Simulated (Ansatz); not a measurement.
# Cs on Cu(111): change of the work function

Wanted: Δφ(θ) for Cs/Cu(111), starting from the fcc site.

Calculated with Ansatz 0.2.0; plane-wave DFT, PBE, Ansatz PAW.

Report form: the programs' logs are mostly left out.

### Step 1. The structure

The cell holds 4 atoms: 4 Cu. Cell: a = 2.553 Å, b = 2.553 Å, c = 24.253 Å, α = 90.0°, β = 90.0°, γ = 60.0°. Vacuum lies along c.

### Step 2. The clean slab

The bare slab comes first, as the zero from which every change is counted. The two lowest layers are held at bulk places and the upper ones relax. The dipole correction removes the false field that a one-sided slab makes across the periodic vacuum, so each face gets a flat vacuum level of its own.

input.yaml reads:

```yaml
crystal:
  lattice:
    - [2.5526554801, 0.0, 0.0]
    - [1.27632774, 2.2106644929, 0.0]
    - [0.0, 0.0, 24.2527034153]
  atoms:
    - { symbol: Cu, position: [0.0, 0.0, 0.3710926508] }
    - { symbol: Cu, position: [0.3333333333, 0.3333333333, 0.4570308836] }
    - { symbol: Cu, position: [0.6666666667, 0.6666666667, 0.5429691164] }
    - { symbol: Cu, position: [0.0, 0.0, 0.6289073492] }
kpoints:
  mp_grid: { grid: [12, 12, 1] }
hamiltonian:
  xc: pbe
scf:
  occupations: { method: fermi_dirac, width: 0.1 }
  convergence: { dr2_threshold: 1.0e-08 }
efield:
  axis: 3
  dipole_correction: true
  ramp_position: 0.97
  ramp_width: 0.06
relax:
  f_tol: 0.02
  max_steps: 60
  constraints: [{ sites: [0, 1] }]
output:
  write_potential: true
  write_density: true
  volumetric_format: npy
```

Started as:

```
ansatz run input.yaml --threads 4 --pin off --max-ram 16384MiB --backend cpu --events-out ev --progress --plain --runs-dir out
```

The job ended after 4.5 s (4 threads of Arm Neoverse V1, shared host; peak memory 0.47 GiB; 17 s of CPU time).

No atom moved by 0.005 Å in the relaxation.

This step gave:

* energy at zero smearing: -26499.7681 eV
* work function, upper face: 4.786 eV
* dipole along the normal: -2.12e-6 e·Å

Running mean over 2.084 Å of the planar mean; the ramp of the sawtooth is left out. Electron's electrostatic potential energy less the Fermi level against z:

z (Å), electron's electrostatic potential energy less the Fermi level (eV) and a bar from the least value:
```
      3.0       4.79 ##############################
      3.5       4.79 ##############################
      4.0       4.79 ##############################
      4.5       4.78 ##############################
      5.0       4.78 ##############################
      5.5       4.77 ##############################
      6.0       4.73 ##############################
      6.5       4.60 ##############################
      7.0       4.11 #############################
      7.5       2.00 ########################
      8.0      -2.75 #############
      8.5      -7.12 ####
      9.0      -8.54 #
      9.5      -8.74 
     10.0      -8.78 
     10.5      -8.81 
     11.0      -8.83 
     11.5      -8.82 
     12.0      -8.81 
     12.5      -8.81 
     13.0      -8.82 
     13.5      -8.82 
     14.0      -8.79 
     14.5      -8.76 
     15.0      -8.69 
     15.5      -8.16 #
     16.0      -5.25 ########
     16.5      -0.20 ###################
     17.0       3.41 ###########################
     17.5       4.43 #############################
     18.0       4.68 ##############################
     18.5       4.76 ##############################
     19.0       4.78 ##############################
     19.5       4.78 ##############################
     20.0       4.79 ##############################
     20.5       4.79 ##############################
     21.0       4.79 ##############################
```

The work function of the upper face is 4.79 eV.

### Step 3. Adsorbate added, k-mesh 4×4×1, coverage 0.111 ML

System of this step: Cs/Cu(111). The cell holds 37 atoms: 36 Cu and 1 Cs. Its edges and angles: a = 7.658 Å, b = 7.658 Å, c = 27.834 Å, α = 90.0°, β = 90.0°, γ = 60.0°. Vacuum lies along c.

The clean slab as it ended is repeated in the plane and the adsorbate is set on one face; the cell's size fixes the coverage, and the k-mesh shrinks with it to keep the sampling density about even. Adsorbate and upper layers relax, since the dipole depends on the height.

input.yaml reads:

```yaml
crystal:
  lattice:
    - [7.6579664403, 1.0e-10, 0.0]
    - [3.8289832201, 6.6319934787, 0.0]
    - [0.0, 0.0, 27.8341225727]
  atoms:
    - { symbol: Cu, position: [0.0, 0.0, 0.3233441247] }
    - { symbol: Cu, position: [0.1111111111, 0.1111111111, 0.398224677] }
    - { symbol: Cu, position: [0.2222222222, 0.2222222222, 0.4731052294] }
    - { symbol: Cu, position: [0.0, 0.0, 0.5479857817] }
    - { symbol: Cu, position: [0.0, 0.3333333333, 0.3233441247] }
    - { symbol: Cu, position: [0.1111111111, 0.4444444444, 0.398224677] }
    - { symbol: Cu, position: [0.2222222222, 0.5555555556, 0.4731052294] }
    - { symbol: Cu, position: [0.0, 0.3333333333, 0.5479857817] }
    - { symbol: Cu, position: [0.0, 0.6666666667, 0.3233441247] }
    - { symbol: Cu, position: [0.1111111111, 0.7777777778, 0.398224677] }
    - { symbol: Cu, position: [0.2222222222, 0.8888888889, 0.4731052294] }
    - { symbol: Cu, position: [0.0, 0.6666666667, 0.5479857817] }
    - { symbol: Cu, position: [0.3333333333, 0.0, 0.3233441247] }
    - { symbol: Cu, position: [0.4444444444, 0.1111111111, 0.398224677] }
    - { symbol: Cu, position: [0.5555555556, 0.2222222222, 0.4731052294] }
    - { symbol: Cu, position: [0.3333333333, 0.0, 0.5479857817] }
    - { symbol: Cu, position: [0.3333333333, 0.3333333333, 0.3233441247] }
    - { symbol: Cu, position: [0.4444444444, 0.4444444444, 0.398224677] }
    - { symbol: Cu, position: [0.5555555556, 0.5555555556, 0.4731052294] }
    - { symbol: Cu, position: [0.3333333333, 0.3333333333, 0.5479857817] }
    - { symbol: Cu, position: [0.3333333333, 0.6666666667, 0.3233441247] }
    - { symbol: Cu, position: [0.4444444444, 0.7777777778, 0.398224677] }
    - { symbol: Cu, position: [0.5555555556, 0.8888888889, 0.4731052294] }
    - { symbol: Cu, position: [0.3333333333, 0.6666666667, 0.5479857817] }
    - { symbol: Cu, position: [0.6666666667, 0.0, 0.3233441247] }
    - { symbol: Cu, position: [0.7777777778, 0.1111111111, 0.398224677] }
    - { symbol: Cu, position: [0.8888888889, 0.2222222222, 0.4731052294] }
    - { symbol: Cu, position: [0.6666666667, 0.0, 0.5479857817] }
    - { symbol: Cu, position: [0.6666666667, 0.3333333333, 0.3233441247] }
    - { symbol: Cu, position: [0.7777777778, 0.4444444444, 0.398224677] }
    - { symbol: Cu, position: [0.8888888889, 0.5555555556, 0.4731052294] }
    - { symbol: Cu, position: [0.6666666667, 0.3333333333, 0.5479857817] }
    - { symbol: Cu, position: [0.6666666667, 0.6666666667, 0.3233441247] }
    - { symbol: Cu, position: [0.7777777778, 0.7777777778, 0.398224677] }
    - { symbol: Cu, position: [0.8888888889, 0.8888888889, 0.4731052294] }
    - { symbol: Cu, position: [0.6666666667, 0.6666666667, 0.5479857817] }
    - { symbol: Cs, position: [0.1111111111, 0.1111111111, 0.6766558753] }
kpoints:
  mp_grid: { grid: [4, 4, 1] }
hamiltonian:
  xc: pbe
scf:
  occupations: { method: fermi_dirac, width: 0.1 }
  convergence: { dr2_threshold: 1.0e-08 }
efield:
  axis: 3
  dipole_correction: true
  ramp_position: 0.97
  ramp_width: 0.06
relax:
  f_tol: 0.02
  max_steps: 60
  constraints:
    - { sites: [0, 1, 4, 5, 8, 9, 12, 13, 16, 17, 20, 21, 24, 25, 28, 29, 32, 33] }
output:
  write_potential: true
  write_density: true
  volumetric_format: npy
```

Run time: 18 min. Hardware: 4 threads; peak memory 10 GiB.

Step by step:

| step | energy less that of the first step (eV) | largest force component (eV/Å) |
| --- | --- | --- |
| 1 | 0.0000 | 0.6122 |
| 2 | -0.0634 | 0.5611 |
| 3 | -0.1614 | 0.3664 |
| 4 | -0.2066 | 0.0601 |
| 5 | -0.2045 | 0.0835 |
| 6 | -0.2105 | 0.0098 |

Relaxation step 5 was tried and not accepted.

Forces are held to the 6 operations that the run works with; a distortion that breaks them can't arise in this run.

The atoms that moved most (Å):

| atom | dx | dy | dz | length |
| --- | --- | --- | --- | --- |
| Cs37 | 0.000 | 0.000 | -0.547 | 0.547 |
| Cu4 | -0.007 | -0.004 | -0.042 | 0.042 |
| Cu8 | 0.000 | 0.008 | -0.042 | 0.042 |
| Cu16 | 0.007 | -0.004 | -0.042 | 0.042 |
| Cu28 | 0.000 | 0.000 | 0.020 | 0.020 |
| Cu12 | 0.000 | 0.000 | 0.020 | 0.020 |
| Cu36 | 0.000 | 0.000 | 0.020 | 0.020 |
| Cu27 | -0.004 | 0.003 | -0.018 | 0.018 |

Final coordinates:

```
Cu Cs
1.0
     7.65797    0.00000    0.00000
     3.82898    6.63199    0.00000
     0.00000    0.00000   27.83412
Cu Cs
36 1
Direct
  0.00000 0.00000 0.32334
  0.11111 0.11111 0.39822
  0.22260 0.22260 0.47247
  0.99943 0.99943 0.54648
  0.00000 0.33333 0.32334
  0.11111 0.44444 0.39822
  0.22226 0.55554 0.47337
  0.99943 0.33447 0.54648
  0.00000 0.66667 0.32334
  0.11111 0.77778 0.39822
  0.22260 0.88813 0.47247
  0.99997 0.66668 0.54870
  0.33333 0.00000 0.32334
  0.44444 0.11111 0.39822
  0.55554 0.22226 0.47337
  0.33447 0.99943 0.54648
  0.33333 0.33333 0.32334
  0.44444 0.44444 0.39822
  0.55554 0.55554 0.47337
  0.33310 0.33310 0.54863
  0.33333 0.66667 0.32334
  0.44444 0.77778 0.39822
  0.55667 0.88833 0.47285
  0.33310 0.66714 0.54863
  0.66667 0.00000 0.32334
  0.77778 0.11111 0.39822
  0.88813 0.22260 0.47247
  0.66668 0.99997 0.54870
  0.66667 0.33333 0.32334
  0.77778 0.44444 0.39822
  0.88833 0.55667 0.47285
  0.66714 0.33310 0.54863
  0.66667 0.66667 0.32334
  0.77778 0.77778 0.39822
  0.88833 0.88833 0.47285
  0.66668 0.66668 0.54870
  0.11111 0.11111 0.65699
```

Numbers from this step:

```yaml
energy_at_zero_smearing: -244169.9670 eV
work_function_upper_face: 1.420 eV
work_function_lower_face: 4.759 eV
dipole_along_the_normal: 0.9372 e·Å
step_between_the_vacuum_levels: -3.339 eV
```

Running mean over 2.084 Å of the planar mean; the ramp of the sawtooth is left out. The electron's electrostatic potential energy less the Fermi level by z:

| z (Å) | electron's electrostatic potential energy less the Fermi level (eV) |
| --- | --- |
| 4 | 4.76 |
| 5 | 4.75 |
| 6 | 4.71 |
| 7 | 4.07 |
| 8 | -2.78 |
| 9 | -8.58 |
| 10 | -8.81 |
| 11 | -8.85 |
| 12 | -8.88 |
| 13 | -8.85 |
| 14 | -8.78 |
| 15 | -8.71 |
| 16 | -5.52 |
| 17 | 1.53 |
| 18 | 0.564 |
| 19 | 0.232 |
| 20 | 1.06 |
| 21 | 1.37 |
| 22 | 1.41 |
| 23 | 1.42 |
| 24 | 1.42 |

The relaxation took 6 steps and lowered the energy by 0.21 eV; the largest force on the free atoms ends at 0.0098 eV/Å.

The covered face has 1.42 eV, -3.37 eV against the clean one; the bare back face has moved by -0.03 eV, a measure of how thin the slab is.

### Step 4. Adsorbate added, k-mesh 6×6×1, coverage 0.25 ML

System of this step: Cs/Cu(111). The cell holds 17 atoms: 16 Cu and 1 Cs. Cell: a = 5.105 Å, b = 5.105 Å, c = 27.834 Å, α = 90.0°, β = 90.0°, γ = 60.0°. Vacuum lies along c.

Another coverage, to see how the dipoles act on each other as their distance changes.

input.yaml reads:

```yaml
crystal:
  lattice:
    - [5.1053109602, 1.0e-10, 0.0]
    - [2.5526554801, 4.4213289858, 0.0]
    - [0.0, 0.0, 27.8341225727]
  atoms:
    - { symbol: Cu, position: [0.0, 0.0, 0.3233441247] }
    - { symbol: Cu, position: [0.1666666667, 0.1666666667, 0.398224677] }
    - { symbol: Cu, position: [0.3333333333, 0.3333333333, 0.4731052294] }
    - { symbol: Cu, position: [0.0, 0.0, 0.5479857817] }
    - { symbol: Cu, position: [0.0, 0.5, 0.3233441247] }
    - { symbol: Cu, position: [0.1666666667, 0.6666666667, 0.398224677] }
    - { symbol: Cu, position: [0.3333333333, 0.8333333333, 0.4731052294] }
    - { symbol: Cu, position: [0.0, 0.5, 0.5479857817] }
    - { symbol: Cu, position: [0.5, 0.0, 0.3233441247] }
    - { symbol: Cu, position: [0.6666666667, 0.1666666667, 0.398224677] }
    - { symbol: Cu, position: [0.8333333333, 0.3333333333, 0.4731052294] }
    - { symbol: Cu, position: [0.5, 0.0, 0.5479857817] }
    - { symbol: Cu, position: [0.5, 0.5, 0.3233441247] }
    - { symbol: Cu, position: [0.6666666667, 0.6666666667, 0.398224677] }
    - { symbol: Cu, position: [0.8333333333, 0.8333333333, 0.4731052294] }
    - { symbol: Cu, position: [0.5, 0.5, 0.5479857817] }
    - { symbol: Cs, position: [0.1666666667, 0.1666666667, 0.6766558753] }
kpoints:
  mp_grid: { grid: [6, 6, 1] }
hamiltonian:
  xc: pbe
scf:
  occupations: { method: fermi_dirac, width: 0.1 }
  convergence: { dr2_threshold: 1.0e-08 }
efield:
  axis: 3
  dipole_correction: true
  ramp_position: 0.97
  ramp_width: 0.06
relax:
  f_tol: 0.02
  max_steps: 60
  constraints: [{ sites: [0, 1, 4, 5, 8, 9, 12, 13] }]
output:
  dos: { projected: true, e_range: [-8, 4] }
  write_potential: true
  write_density: true
  volumetric_format: npy
  elf: true
```

Elapsed: 3 min, on 4 threads; peak memory 2.9 GiB.

Step by step:

| step | energy less that of the first step (eV) | largest force component (eV/Å) |
| --- | --- | --- |
| 1 | 0.0000 | 0.3926 |
| 2 | -0.0258 | 0.3688 |
| 3 | -0.0920 | 0.2327 |
| 4 | -0.1200 | 0.0264 |
| 5 | -0.1212 | 0.0071 |

The run keeps the 6 symmetry operations that it works with, so distortions that break them were not tested.

The atoms that moved most (Å):

| atom | dx | dy | dz | length |
| --- | --- | --- | --- | --- |
| Cs17 | 0.000 | 0.000 | -0.486 | 0.486 |
| Cu16 | 0.000 | 0.000 | 0.049 | 0.049 |
| Cu15 | 0.000 | 0.000 | -0.023 | 0.023 |
| Cu4 | -0.008 | -0.005 | -0.016 | 0.018 |
| Cu12 | 0.008 | -0.005 | -0.016 | 0.018 |
| Cu8 | 0.000 | 0.009 | -0.016 | 0.018 |

The relaxed structure:

```xyz
17
Lattice="5.1053 0.0000 0.0000 2.5527 4.4213 0.0000 0.0000 0.0000 27.8341" Properties=species:S:1:pos:R:3
Cu    0.0000    0.0000    9.0000
Cu    1.2763    0.7369   11.0842
Cu    2.5557    1.4755   13.1667
Cu   -0.0080   -0.0046   15.2368
Cu    1.2763    2.2107    9.0000
Cu    2.5527    2.9476   11.0842
Cu    3.8290    3.6809   13.1667
Cu    1.2763    2.2199   15.2368
Cu    2.5527    0.0000    9.0000
Cu    3.8290    0.7369   11.0842
Cu    5.1022    1.4755   13.1667
Cu    2.5607   -0.0046   15.2368
Cu    3.8290    2.2107    9.0000
Cu    5.1053    2.9476   11.0842
Cu    6.3816    3.6844   13.1459
Cu    3.8290    2.2107   15.3021
Cs    1.2763    0.7369   18.3486
```

Numbers from this step:

```
energy at zero smearing        : -111670.7035 eV
work function, upper face      : 1.984 eV
work function, lower face      : 4.754 eV
dipole along the normal        : 0.3456 e·Å
step between the vacuum levels : -2.771 eV
```

Running mean over 2.084 Å of the planar mean; the ramp of the sawtooth is left out. The electron's electrostatic potential energy less the Fermi level by z:

z (Å), electron's electrostatic potential energy less the Fermi level (eV) and a bar from the least value:
```
        4       4.75 ##############################
        5       4.75 ##############################
        6       4.70 ##############################
        7       4.06 ############################
        8      -2.79 #############
        9      -8.60 #
       10      -8.83 
       11      -8.87 
       12      -8.91 
       13      -8.87 
       14      -8.79 
       15      -8.75 
       16      -5.76 #######
       17       0.08 ####################
       18      -2.61 ##############
       19      -2.55 ##############
       20       0.19 ####################
       21       1.52 #######################
       22       1.85 ########################
       23       1.95 ########################
       24       1.97 ########################
```

[end of part 1 of 2]

[Logs are printed without paths, hosts, clocks, repeated set-up lines and the standing remarks that a program may print on its own settings, such as how far it seeks lower states.]

[Hosts, paths, dates, database ids (printed as entryN), source tags and the programs' standing remarks are cut or masked in the printed files.]

[Maps of the electrostatic potential energy from Ansatz leave out the sawtooth potential of an applied field or a dipole correction, so their vacuum need not be flat; planar profiles and work functions include it.]
